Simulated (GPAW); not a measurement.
## MnO2 (Pyrolusite, P4_2/mnm): the O K absorption edge

Aim: the dependence of the O K near-edge features of MnO2 (Pyrolusite, P4_2/mnm) on volume.

Method: X-ray absorption from dipole matrix elements to empty bands, plane-wave PAW LDA, in GPAW 26.7.0.

Report form: the programs' logs are mostly left out.

## (1) The starting structure

The structure is tetragonal, space group P4_2/mnm (No. 136). The conventional cell has a = 4.398 Å, b = 4.398 Å, c = 2.873 Å, α = 90.00°, β = 90.00°, γ = 90.00°. Nearest to Mn lie 6 O at 1.88 to 1.90 Å. O has 3 Mn at 1.88 to 1.90 Å nearest. Farther neighbours and most contacts between anions are not listed.

Coordinates:

```cif
data_structure
_symmetry_space_group_name_H-M 'P4_2/mnm'
_symmetry_Int_Tables_number 136
_cell_length_a 4.3983
_cell_length_b 4.3983
_cell_length_c 2.8730
_cell_angle_alpha 90.000
_cell_angle_beta 90.000
_cell_angle_gamma 90.000
_cell_volume 55.58
loop_
_atom_site_label
_atom_site_type_symbol
_atom_site_symmetry_multiplicity
_atom_site_Wyckoff_symbol
_atom_site_fract_x
_atom_site_fract_y
_atom_site_fract_z
_atom_site_occupancy
Mn1 Mn 2 a 0.50000 0.50000 0.50000 1
O1 O 4 f 0.80515 0.19485 0.50000 1
```

## (2) The field without a hole

The ground state comes first: it tells whether the system has a gap, which decides how the excited electron is treated.

The input, scf.py:

```python
import numpy as np
from ase import Atoms
from ase.parallel import parprint, paropen
from gpaw import GPAW, PW, FermiDirac, Mixer, MixerDif, setup_paths
from gpaw.test import gen
setup_paths.insert(0, '.')
gen('O', name='nch1s', xcname='LDA', corehole=(1, 0, 0), write_xml=True)
from gpaw.mpi import world
world.barrier()

atoms = Atoms('Mn2O4',
    cell=[[4.3983, 0, 0],
     [0, 4.3983, 0],
     [0, 0, 2.873]],
    scaled_positions=[[0.5, 0.5, 0.5],
     [0, 0, 0],
     [0.80515, 0.19485, 0.5],
     [0.69485, 0.69485, 0],
     [0.19485, 0.80515, 0.5],
     [0.30515, 0.30515, 0]],
    magmoms=[4.0, -4.0, 0.0, 0.0, 0.0, 0.0],
    pbc=True)
atoms.calc = calc = GPAW(legacy_gpaw=True, mode=PW(500), xc='LDA', setups={2: 'nch1s'},
    kpts={'size': (6, 6, 9), 'gamma': True}, occupations=FermiDirac(0.05),
    charge=0, mixer=MixerDif(0.05, 8, 50), maxiter=150,
    convergence={'density': 0.0001}, txt='scf.txt')
energy = atoms.get_potential_energy() + calc.get_reference_energy()
ef = calc.get_fermi_level()
out = dict(energy=energy, fermi=ef, forces=atoms.get_forces().tolist(), magmoms=atoms.get_magnetic_moments().tolist())
parprint(f'all-electron energy {energy:.4f} eV, Fermi level {ef:.4f} eV')
ev = np.array([[calc.get_eigenvalues(k, s) for k in range(len(calc.get_ibz_k_points()))] for s in range(calc.get_number_of_spins())])
out['homo'], out['lumo'], out['counts'] = ev[ev < ef].max(), ev[ev > ef].min(), sorted(set((ev < ef).sum((0, 2)).tolist()))
out['filled'] = (ev[:, 0] < ef).sum(1).tolist()
import json
with paropen('out.json', 'w') as f:
    json.dump(out, f)
```

Run with:

```
> OMP_NUM_THREADS=1 mpirun -n 2 gpaw python scf.py
```

Elapsed: 1.8 min, on 2 MPI ranks of Arm Neoverse V1, shared host; peak memory 0.29 GiB; 3.6 min of CPU time.

The mesh shows no gap, so the system is treated as a metal and the core electron is put at the Fermi level (neutral cell).

Site moments (μB): 2.34, -2.34, -0.03, 0.03, -0.03, 0.03.

## (3) Reference energy of the supercell

The photon energy needs a difference of total energies, so the cell and mesh of the coming hole run are first run without a hole.

scf.py: that of step 2 with these lines changed.

```diff
@@ -10,16 +10,22 @@
 
-atoms = Atoms('Mn2O4',
-    cell=[[4.3983, 0, 0],
-     [0, 4.3983, 0],
-     [0, 0, 2.873]],
-    scaled_positions=[[0.5, 0.5, 0.5],
+atoms = Atoms('Mn4O8',
+    cell=[[4.3983, 0, 2.873],
+     [0, 4.3983, 2.873],
+     [-4.3983, 0, 2.873]],
+    scaled_positions=[[0.25, 0.5, 0.75],
+     [0.75, 0.5, 0.25],
      [0, 0, 0],
-     [0.80515, 0.19485, 0.5],
-     [0.69485, 0.69485, 0],
-     [0.19485, 0.80515, 0.5],
-     [0.30515, 0.30515, 0]],
-    magmoms=[4.0, -4.0, 0.0, 0.0, 0.0, 0.0],
+     [0.5, 0, 0.5],
+     [0.55515, 0.19485, 0.75],
+     [0.05515, 0.19485, 0.25],
+     [0, 0.69485, 0.30515],
+     [0.5, 0.69485, 0.80515],
+     [0.94485, 0.80515, 0.75],
+     [0.44485, 0.80515, 0.25],
+     [0, 0.30515, 0.69485],
+     [0.5, 0.30515, 0.19485]],
+    magmoms=[4.0, 4.0, -4.0, -4.0, 0.0, 0.0, 0.0, 0.0, 0.0, 0.0, 0.0, 0.0],
     pbc=True)
-atoms.calc = calc = GPAW(legacy_gpaw=True, mode=PW(500), xc='LDA', setups={2: 'nch1s'},
-    kpts={'size': (6, 6, 9), 'gamma': True}, occupations=FermiDirac(0.05),
+atoms.calc = calc = GPAW(legacy_gpaw=True, mode=PW(500), xc='LDA', setups={4: 'nch1s'},
+    kpts={'size': (4, 4, 4), 'gamma': True}, occupations=FermiDirac(0.1),
     charge=0, mixer=MixerDif(0.05, 8, 50), maxiter=150,
```

Run time: 3.8 min. Hardware: 2 MPI ranks; peak memory 0.45 GiB; 7.6 min of CPU time.

Reference energy: -142152.971 eV with the cores included.

## (4) Spectrum with XCH, O atom 3

The holes are 5.3 Å apart. In GPAW the data set carries the hole's charge, so charge=0 means a charged cell and charge=-1 a neutral one. The excited electron is kept in the cell, where it fills the lowest empty states and screens the hole. After the field has converged, empty bands are computed with the density fixed and the dipole matrix elements are summed.

The absorber has 2 Mn at 1.88 Å and 1 Mn at 1.90 Å (distorted trigonal planar, site symmetry m2m).

The input, xas.py:

```python
import numpy as np
from ase import Atoms
from ase.parallel import parprint, paropen
from gpaw import GPAW, PW, FermiDirac, Mixer, MixerDif, setup_paths
from gpaw.test import gen
setup_paths.insert(0, '.')
gen('O', name='fch1s', xcname='LDA', corehole=(1, 0, 1), write_xml=True)
from gpaw.mpi import world
world.barrier()

atoms = Atoms('Mn4O8',
    cell=[[4.3983, 0, 2.873],
     [0, 4.3983, 2.873],
     [-4.3983, 0, 2.873]],
    scaled_positions=[[0.25, 0.5, 0.75],
     [0.75, 0.5, 0.25],
     [0, 0, 0],
     [0.5, 0, 0.5],
     [0.55515, 0.19485, 0.75],
     [0.05515, 0.19485, 0.25],
     [0, 0.69485, 0.30515],
     [0.5, 0.69485, 0.80515],
     [0.94485, 0.80515, 0.75],
     [0.44485, 0.80515, 0.25],
     [0, 0.30515, 0.69485],
     [0.5, 0.30515, 0.19485]],
    magmoms=[4.0, 4.0, -4.0, -4.0, 0.0, 0.0, 0.0, 0.0, 0.0, 0.0, 0.0, 0.0],
    pbc=True)
atoms.calc = calc = GPAW(legacy_gpaw=True, mode=PW(500), xc='LDA', setups={4: 'fch1s'},
    kpts={'size': (4, 4, 4), 'gamma': True}, occupations=FermiDirac(0.1),
    charge=-1, mixer=MixerDif(0.05, 8, 50), maxiter=150,
    convergence={'density': 0.0001}, txt='scf.txt')
energy = atoms.get_potential_energy() + calc.get_reference_energy()
ef = calc.get_fermi_level()
out = dict(energy=energy, fermi=ef, forces=atoms.get_forces().tolist(), magmoms=atoms.get_magnetic_moments().tolist())
parprint(f'all-electron energy {energy:.4f} eV, Fermi level {ef:.4f} eV')
ev = np.array([[calc.get_eigenvalues(k, s) for k in range(len(calc.get_ibz_k_points()))] for s in range(calc.get_number_of_spins())])
out['homo'], out['lumo'], out['counts'] = ev[ev < ef].max(), ev[ev > ef].min(), sorted(set((ev < ef).sum((0, 2)).tolist()))
out['filled'] = (ev[:, 0] < ef).sum(1).tolist()

from ase.units import Ha
from gpaw.xas import dipole_matrix_elements
nb = int(calc.get_number_of_electrons() / 2) + 89
top, nb = nb, nb + 8 + nb // 12
nscf = calc.fixed_density(kpts={'size': (5, 5, 5), 'gamma': True}, nbands=nb,
    convergence={'bands': top, 'eigenstates': 1e-5}, maxiter=60, txt='nscf.txt')
cell = atoms.cell.array
ops = [cell.T @ U.T @ np.linalg.inv(cell.T) for U in nscf.wfs.kd.symmetry.op_scc]
E = np.arange(-6, 34, 0.1)
fwhm = np.interp(E, [4, 25], [0.9, 3.5])
Y, X, zero, highest = 0, 0, 1e9, 1e9
for spin in range(nscf.get_number_of_spins()):
    wfs = nscf.wfs
    A = dipole_matrix_elements(wfs.setups[4])
    eps = np.zeros((wfs.kd.nibzkpts, nb))
    d = np.zeros((3, A.shape[1], wfs.kd.nibzkpts, nb), complex)
    for kpt in wfs.kpt_u:
        if kpt.s == spin and 4 in kpt.P_ani:
            eps[kpt.k] = kpt.eps_n * Ha
            d[:, :, kpt.k] = (kpt.weight * wfs.nspins / 2) ** 0.5 * np.inner(A, kpt.P_ani[4])
    world.sum(eps)
    world.sum(d)
    T = np.einsum('amkn,bmkn->abkn', d, d.conj()).real
    T = sum(np.einsum('ai,ijkn,bj->abkn', R, T, R) for R in ops) / len(ops)
    empty = eps > ef
    zero, highest = min(zero, eps[empty].min()), min(highest, eps[:, top - 1].min())
    lines = [(eps, T, empty)] if spin == 0 else lines + [(eps, T, empty)]
for eps, T, empty in lines:
    f = np.einsum('aakn->akn', T).reshape(3, -1)
    x = eps.ravel() - zero
    w = np.interp(x, E, fwhm) / 2.35482
    g = np.exp(-0.5 * ((E[:, None] - x) / w) ** 2) / (w * (2 * np.pi) ** 0.5)
    Y = Y + (f * empty.ravel()) @ g.T
    X = X + (f * ~empty.ravel()) @ g.T
out.update(E=E.round(2).tolist(), xas=Y.tolist(), xes=X.tolist(), zero=zero, valid=highest - zero, nk=len(eps), nb=nb)
for i in range(0, len(E), 10):
    parprint(f'{E[i]:7.2f}', *(f'{v:10.3e}' for v in Y[:, i]))
import json
with paropen('out.json', 'w') as f:
    json.dump(out, f)
```

Run with:

```
> OMP_NUM_THREADS=1 mpirun -n 2 gpaw python xas.py
```

Wall time 11 min (2 MPI ranks); peak memory 0.85 GiB; 22 min of CPU time.

The O K spectrum, O atom 3, excited-electron core hole (neutral cell) (energy from the lowest empty level; intensity scaled to a mean of 1 over the first 20 eV; polarised curves are means over the symmetry-equivalent atoms):

| E (eV) | isotropic | ε ⊥ c | ε ∥ c |
| --- | --- | --- | --- |
| -2.0 | 0.00 | 0.00 | 0.00 |
| -1.4 | 0.00 | 0.00 | 0.00 |
| -0.8 | 0.01 | 0.01 | 0.01 |
| -0.2 | 0.28 | 0.27 | 0.28 |
| 0.4 | 1.09 | 1.09 | 1.09 |
| 1.0 | 1.64 | 1.65 | 1.62 |
| 1.6 | 1.55 | 1.38 | 1.90 |
| 2.2 | 1.07 | 0.85 | 1.51 |
| 2.8 | 1.77 | 1.60 | 2.11 |
| 3.4 | 1.46 | 1.33 | 1.71 |
| 4.0 | 0.31 | 0.30 | 0.32 |
| 4.6 | 0.03 | 0.03 | 0.02 |
| 5.2 | 0.00 | 0.00 | 0.00 |
| 5.8 | 0.00 | 0.00 | 0.00 |
| 6.4 | 0.00 | 0.00 | 0.00 |
| 7.0 | 0.02 | 0.02 | 0.02 |
| 7.6 | 0.08 | 0.07 | 0.08 |
| 8.2 | 0.18 | 0.18 | 0.19 |
| 8.8 | 0.37 | 0.36 | 0.37 |
| 9.4 | 0.68 | 0.68 | 0.68 |
| 10.0 | 1.09 | 1.06 | 1.15 |
| 10.6 | 1.43 | 1.31 | 1.68 |
| 11.2 | 1.56 | 1.34 | 2.01 |
| 11.8 | 1.57 | 1.29 | 2.12 |
| 12.4 | 1.66 | 1.38 | 2.22 |
| 13.0 | 1.89 | 1.63 | 2.42 |
| 13.6 | 2.14 | 1.96 | 2.51 |
| 14.2 | 2.24 | 2.21 | 2.30 |
| 14.8 | 2.15 | 2.30 | 1.84 |
| 15.4 | 1.90 | 2.18 | 1.34 |
| 16.0 | 1.54 | 1.85 | 0.93 |
| 16.6 | 1.15 | 1.40 | 0.65 |
| 17.2 | 0.81 | 0.98 | 0.47 |
| 17.8 | 0.57 | 0.67 | 0.37 |
| 18.4 | 0.44 | 0.49 | 0.33 |
| 19.0 | 0.38 | 0.40 | 0.33 |
| 19.6 | 0.36 | 0.36 | 0.38 |
| 20.2 | 0.38 | 0.34 | 0.46 |
| 20.8 | 0.41 | 0.34 | 0.54 |
| 21.4 | 0.44 | 0.36 | 0.61 |
| 22.0 | 0.48 | 0.40 | 0.63 |
| 22.6 | 0.52 | 0.47 | 0.60 |
| 23.2 | 0.56 | 0.57 | 0.55 |
| 23.8 | 0.62 | 0.68 | 0.50 |
| 24.4 | 0.68 | 0.78 | 0.46 |
| 25.0 | 0.71 | 0.84 | 0.45 |
| 25.6 | 0.71 | 0.84 | 0.46 |
| 26.2 | 0.68 | 0.80 | 0.46 |
| 26.8 | 0.65 | 0.74 | 0.47 |
| 27.4 | 0.63 | 0.70 | 0.47 |
| 28.0 | 0.61 | 0.68 | 0.48 |
| 28.6 | 0.60 | 0.65 | 0.49 |
| 29.2 | 0.58 | 0.61 | 0.51 |
| 29.8 | 0.56 | 0.56 | 0.56 |
| 30.4 | 0.55 | 0.51 | 0.63 |
| 31.0 | 0.56 | 0.48 | 0.71 |
| 31.6 | 0.59 | 0.48 | 0.81 |

Main maxima below 24 eV (height): 1.2 eV (1.68), 3.0 eV (1.96) and 14.2 eV (2.24). A K edge sees empty p states; the first features are O p mixed into the empty d states of the Mn neighbours, and the broad ones above probably into the cations' higher empty bands.

The total-energy difference is 524.37 eV. The functional leaves an error in such absolute values: in the free atom LDA prices this hole 4.1 eV below PBE (computed apart), and PBE is itself good to a few eV.

## (5) Reference energy of the supercell

The cell changes for the next run, so it gets a reference energy of its own.

The cell differs from the one that the last finished run ended in (a 5.253 → 5.091 Å, b 5.253 → 5.091 Å, c 5.253 → 5.091 Å).

scf.py: that of step 3 with these lines changed.

```diff
@@ -11,5 +11,5 @@
 atoms = Atoms('Mn4O8',
-    cell=[[4.3983, 0, 2.873],
-     [0, 4.3983, 2.873],
-     [-4.3983, 0, 2.873]],
+    cell=[[4.26218189, 0, 2.78408671],
+     [0, 4.26218189, 2.78408671],
+     [-4.26218189, 0, 2.78408671]],
     scaled_positions=[[0.25, 0.5, 0.75],
```

Run with:

```
> OMP_NUM_THREADS=1 mpirun -n 2 gpaw python scf.py
```

Elapsed: 3.5 min, on 2 MPI ranks; peak memory 0.44 GiB.

Reference energy: -142153.151 eV with the cores included.

## (6) Spectrum with XCH, O atom 3

Shorter bonds are expected to push antibonding states and scattering resonances up, and longer ones down; the cell is scaled to test that.

Changed against the first core-hole run: volume scale from 1 to 0.91.

xas.py: that of step 4 with these lines changed.

```diff
@@ -11,5 +11,5 @@
 atoms = Atoms('Mn4O8',
-    cell=[[4.3983, 0, 2.873],
-     [0, 4.3983, 2.873],
-     [-4.3983, 0, 2.873]],
+    cell=[[4.26218189, 0, 2.78408671],
+     [0, 4.26218189, 2.78408671],
+     [-4.26218189, 0, 2.78408671]],
     scaled_positions=[[0.25, 0.5, 0.75],
@@ -42,3 +42,3 @@
 from gpaw.xas import dipole_matrix_elements
-nb = int(calc.get_number_of_electrons() / 2) + 89
+nb = int(calc.get_number_of_electrons() / 2) + 83
 top, nb = nb, nb + 8 + nb // 12
```

Run with:

```
> OMP_NUM_THREADS=1 mpirun -n 2 gpaw python xas.py
```

Elapsed: 12 min, on 2 MPI ranks; peak memory 0.77 GiB.

| E (eV) | first run | this run |
| --- | --- | --- |
| -2.0 | 0.00 | 0.00 |
| -1.0 | 0.00 | 0.00 |
| 0.0 | 0.51 | 0.46 |
| 1.0 | 1.64 | 1.14 |
| 2.0 | 1.18 | 1.52 |
| 3.0 | 1.96 | 1.43 |
| 4.0 | 0.31 | 1.09 |
| 5.0 | 0.00 | 0.06 |
| 6.0 | 0.00 | 0.00 |
| 7.0 | 0.02 | 0.00 |
| 8.0 | 0.14 | 0.06 |
| 9.0 | 0.45 | 0.25 |
| 10.0 | 1.09 | 0.72 |
| 11.0 | 1.54 | 1.32 |
| 12.0 | 1.58 | 1.44 |
| 13.0 | 1.89 | 1.56 |
| 14.0 | 2.23 | 1.91 |
| 15.0 | 2.08 | 1.97 |
| 16.0 | 1.54 | 1.82 |
| 17.0 | 0.91 | 1.49 |
| 18.0 | 0.52 | 0.98 |
| 19.0 | 0.38 | 0.57 |
| 20.0 | 0.37 | 0.39 |
| 21.0 | 0.42 | 0.36 |
| 22.0 | 0.48 | 0.40 |
| 23.0 | 0.55 | 0.45 |
| 24.0 | 0.64 | 0.51 |
| 25.0 | 0.71 | 0.61 |
| 26.0 | 0.70 | 0.70 |
| 27.0 | 0.64 | 0.72 |
| 28.0 | 0.61 | 0.67 |
| 29.0 | 0.59 | 0.62 |
| 30.0 | 0.55 | 0.59 |
| 31.0 | 0.56 | 0.55 |
| 32.0 | 0.61 | 0.52 |

The scaled spectrum changes by 26 % r.m.s. A shift of +0.4 eV leaves 14 %. The highest intensity below 16 eV goes from 14.2 eV (2.24) to 14.6 eV (1.99).

The photon energy of the zero moves by +0.29 eV.

## (7) Reference energy of the supercell

The cell differs from the one that the last finished run ended in (a 5.091 → 5.200 Å, b 5.091 → 5.200 Å, c 5.091 → 5.200 Å).

scf.py: that of step 5 with these lines changed.

```diff
@@ -11,5 +11,5 @@
 atoms = Atoms('Mn4O8',
-    cell=[[4.26218189, 0, 2.78408671],
-     [0, 4.26218189, 2.78408671],
-     [-4.26218189, 0, 2.78408671]],
+    cell=[[4.35386969, 0, 2.84397781],
+     [0, 4.35386969, 2.84397781],
+     [-4.35386969, 0, 2.84397781]],
     scaled_positions=[[0.25, 0.5, 0.75],
```

Run with:

```
> OMP_NUM_THREADS=1 mpirun -n 2 gpaw python scf.py
```

The job ended after 4.8 min (2 MPI ranks; peak memory 0.42 GiB; 9.5 min of CPU time).

Reference energy: -142153.176 eV with the cores included.

## (8) Spectrum with XCH, O atom 3

Changed against the first core-hole run: volume scale from 1 to 0.97.

xas.py: that of step 6 with these lines changed.

```diff
@@ -11,5 +11,5 @@
 atoms = Atoms('Mn4O8',
-    cell=[[4.26218189, 0, 2.78408671],
-     [0, 4.26218189, 2.78408671],
-     [-4.26218189, 0, 2.78408671]],
+    cell=[[4.35386969, 0, 2.84397781],
+     [0, 4.35386969, 2.84397781],
+     [-4.35386969, 0, 2.84397781]],
     scaled_positions=[[0.25, 0.5, 0.75],
@@ -42,3 +42,3 @@
 from gpaw.xas import dipole_matrix_elements
-nb = int(calc.get_number_of_electrons() / 2) + 83
+nb = int(calc.get_number_of_electrons() / 2) + 87
 top, nb = nb, nb + 8 + nb // 12
```

Run with:

```
> OMP_NUM_THREADS=1 mpirun -n 2 gpaw python xas.py
```

Run time: 11 min. Hardware: 2 MPI ranks; peak memory 0.79 GiB.

| E (eV) | first run | this run |
| --- | --- | --- |
| -2.0 | 0.00 | 0.00 |
| -1.0 | 0.00 | 0.00 |
| 0.0 | 0.51 | 0.48 |
| 1.0 | 1.64 | 1.51 |
| 2.0 | 1.18 | 1.31 |
| 3.0 | 1.96 | 1.88 |
| 4.0 | 0.31 | 0.47 |
| 5.0 | 0.00 | 0.01 |
| 6.0 | 0.00 | 0.00 |
| 7.0 | 0.02 | 0.01 |
| 8.0 | 0.14 | 0.11 |
| 9.0 | 0.45 | 0.38 |
| 10.0 | 1.09 | 0.97 |
| 11.0 | 1.54 | 1.48 |
| 12.0 | 1.58 | 1.53 |
| 13.0 | 1.89 | 1.78 |
| 14.0 | 2.23 | 2.13 |
| 15.0 | 2.08 | 2.09 |
| 16.0 | 1.54 | 1.70 |
| 17.0 | 0.91 | 1.10 |
| 18.0 | 0.52 | 0.62 |
| 19.0 | 0.38 | 0.40 |
| 20.0 | 0.37 | 0.36 |
| 21.0 | 0.42 | 0.40 |
| 22.0 | 0.48 | 0.45 |
| 23.0 | 0.55 | 0.51 |
| 24.0 | 0.64 | 0.60 |
| 25.0 | 0.71 | 0.69 |
| 26.0 | 0.70 | 0.71 |
| 27.0 | 0.64 | 0.67 |
| 28.0 | 0.61 | 0.62 |
| 29.0 | 0.59 | 0.60 |
| 30.0 | 0.55 | 0.56 |
| 31.0 | 0.56 | 0.54 |
| 32.0 | 0.61 | 0.57 |

Against the first run the r.m.s. difference is 8 %. The highest intensity below 16 eV goes from 14.2 eV (2.24) to 14.4 eV (2.16).

The photon energy of the zero moves by +0.09 eV.

## (9) Reference energy of the supercell

The cell differs from the one that the last finished run ended in (a 5.200 → 5.357 Å, b 5.200 → 5.357 Å, c 5.200 → 5.357 Å).

scf.py: that of step 7 with these lines changed.

```diff
@@ -11,5 +11,5 @@
 atoms = Atoms('Mn4O8',
-    cell=[[4.35386969, 0, 2.84397781],
-     [0, 4.35386969, 2.84397781],
-     [-4.35386969, 0, 2.84397781]],
+    cell=[[4.48456308, 0, 2.92934764],
+     [0, 4.48456308, 2.92934764],
+     [-4.48456308, 0, 2.92934764]],
     scaled_positions=[[0.25, 0.5, 0.75],
```

Run with:

```
> OMP_NUM_THREADS=1 mpirun -n 2 gpaw python scf.py
```

Wall time 4.1 min (2 MPI ranks); peak memory 0.44 GiB; 8.2 min of CPU time.

Reference energy: -142152.106 eV with the cores included.

(Continued in part 2 of 2.)

[Logs are printed without paths, hosts, clocks, repeated set-up lines and the standing remarks that a program may print on its own settings, such as how far it seeks lower states.]

[Hosts, paths, dates, database ids (printed as entryN), source tags and the programs' standing remarks are cut or masked in the printed files.]

[Lists of maxima count a maximum above −3 eV only where it reaches 4 % of the highest in the window and stands out from its surroundings by 2 % of it (1.5 % where it reaches 55 %); shoulders and weaker maxima are passed over, and of the rest the first, up to two pre-edge ones and the few strongest are named.]
